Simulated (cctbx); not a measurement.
# From intensities to atoms

Cell a = 4.3620 Å, b = 4.3620 Å, c = 10.1320 Å, α = 90.00°, β = 90.00°, γ = 90.00°; space group I4/mmm (no. 139); content Pd4 Sr2 Ti4.

The data are simulated with cctbx, not measured: Cu Kα, λ = 1.54184 Å, to d = 0.83 Å, 70 % of the full sphere, strongest reflection 20000 counts, noise from counting, a 4 % proportional error and a noise floor of 4 counts (s.d.); no absorption, and some extinction, which the refinements don't model.

Charge flipping in P1 on normalised amplitudes to 0.83 Å, δ = 1.2 σ, 30 % of the reflections treated as weak, 300 cycles:

```text
cycle      R  skewness
    0  0.547     0.35
   25  0.420     2.22
   50  0.447     2.28
   75  0.414     2.36
  100  0.414     2.14
  125  0.411     2.07
  150  0.389     2.07
  175  0.423     2.18
  200  0.423     2.13
  225  0.443     1.85
  250  0.441     1.99
  275  0.442     2.00
origin shift          correlation  skewness
 0.341  0.375  0.462      0.922      4.42
 0.352  0.370  0.205      0.921      5.58
 0.335  0.874  0.464      0.919      4.32
 0.353  0.867  0.204      0.919      5.20
taken: symmetry correlation 0.921, skewness 5.58
peak      x       y       z  mult  height/sigma
Q1    0.0000  0.5000  0.2500    4     14.1
Q2    0.0000  0.0000  0.0000    2      9.1
Q3    0.0000  0.0000  0.3725    4      4.9
Q4    0.0000  0.0000  0.5000    2      2.2
Q5    0.0000  0.0000  0.1778    4      1.4
Q6    0.0000  0.3163  0.1624   16      1.2
Q7    0.1956  0.1956  0.0000    8      1.1
Q8    0.0000  0.2342  0.4316   16      1.0
```

The origin is taken among those within 0.04 of the best correlation, by the skewness of the map.

It took 0.51 s on 1 thread of Arm Neoverse N1, on a shared host, peak memory 0.07 GiB.

Q: Assign the peaks.

Heights go roughly as Z and multiplicities must add up to the content. First model: Q1 = Pd1 (4 in the cell, height 14.1), Q2 = Sr1 (2 in the cell, height 9.1) and Q3 = Ti1 (4 in the cell, height 4.9). Against the true structure, Q1 is Pd, Q2 is Sr and Q3 is Ti; the other peaks are not atoms.

Least squares on F², isotropic:

```text
Rint 0.030, 70 unique reflections to 0.83 A
cycle     R1     wR2    GooF  max shift (A)
   1  0.0807  0.2042   9.659   0.04639
   2  0.0216  0.0571   2.702   0.00000
final R1 0.0216 wR2 0.0571 GooF 2.702  parameters 4  data/parameter 17.5
atom        x        y        z      Ueq    occ   su(xyz)  su(Uiso or U11)
Pd1    0.00000  0.50000  0.25000   0.0116  1.000  0.00000  0.0005
Sr1    0.00000  0.00000  0.00000   0.0120  1.000  0.00000  0.0005
Ti1    0.00000  0.00000  0.36792   0.0180  1.000  0.00025  0.0007
difference map: max 0.66 min -2.36 rms 0.26
Q1    0.0000  0.1317  0.0000    8    0.66  0.57 A from Sr1
Q2    0.2612  0.2612  0.0000    8    0.51  1.61 A from Sr1
Q3    0.0000  0.2972  0.5000    8    0.43  1.86 A from Ti1
Q4    0.0000  0.2885  0.4257   16    0.39  1.39 A from Ti1
Q5    0.0000  0.2308  0.2396   16    0.34  1.18 A from Pd1
```

Anisotropic refinement:

```text
Rint 0.030, 70 unique reflections to 0.83 A
cycle     R1     wR2    GooF  max shift (A)
   1  0.0216  0.0571   2.766   0.00032
   2  0.0163  0.0306   1.481   0.00000
final R1 0.0163 wR2 0.0306 GooF 1.481  parameters 7  data/parameter 10.0
atom        x        y        z      Ueq    occ   su(xyz)  su(Uiso or U11)
Pd1    0.00000  0.50000  0.25000   0.0115  1.000  0.00000  0.0003
Sr1    0.00000  0.00000  0.00000   0.0119  1.000  0.00000  0.0003
Ti1    0.00000  0.00000  0.36789   0.0179  1.000  0.00014  0.0005
difference map: max 0.39 min -2.19 rms 0.22
Q1    0.2540  0.2540  0.0000    8    0.39  1.57 A from Sr1
Q2    0.0000  0.2886  0.5000    8    0.30  1.84 A from Ti1
Q3    0.1535  0.1535  0.2328   16    0.27  1.66 A from Pd1
Q4    0.0000  0.2614  0.3300   16    0.26  1.20 A from Ti1
Q5    0.0000  0.2751  0.4187   16    0.24  1.31 A from Ti1
Q6    0.2452  0.2452  0.0693   16    0.21  1.67 A from Sr1
```

**Reading.** The refinement ends at R1 = 0.0163, wR2 = 0.0306, GooF = 1.48, with difference density between -2.19 and 0.39 e/Å³. Every site matches the true model in element, within 0.001 Å r.m.s., up to an allowed shift of origin.

True model:

| atom | mult. | x | y | z | Ueq (Å²) |
| --- | --- | --- | --- | --- | --- |
| Pd1 | 4 | 1/2 | 0 | 1/4 | 0.0126 |
| Sr1 | 2 | 0 | 0 | 0 | 0.0129 |
| Ti1 | 4 | 1/2 | 1/2 | 0.1321 | 0.0190 |

This is a model crystal, built by substitution and not relaxed, with assumed displacement parameters.

[Middle refinement cycles are left out of these outputs.]

[Logs are printed without paths, hosts, clocks, repeated set-up lines and the standing remarks that a program may print on its own settings, such as how far it seeks lower states.]
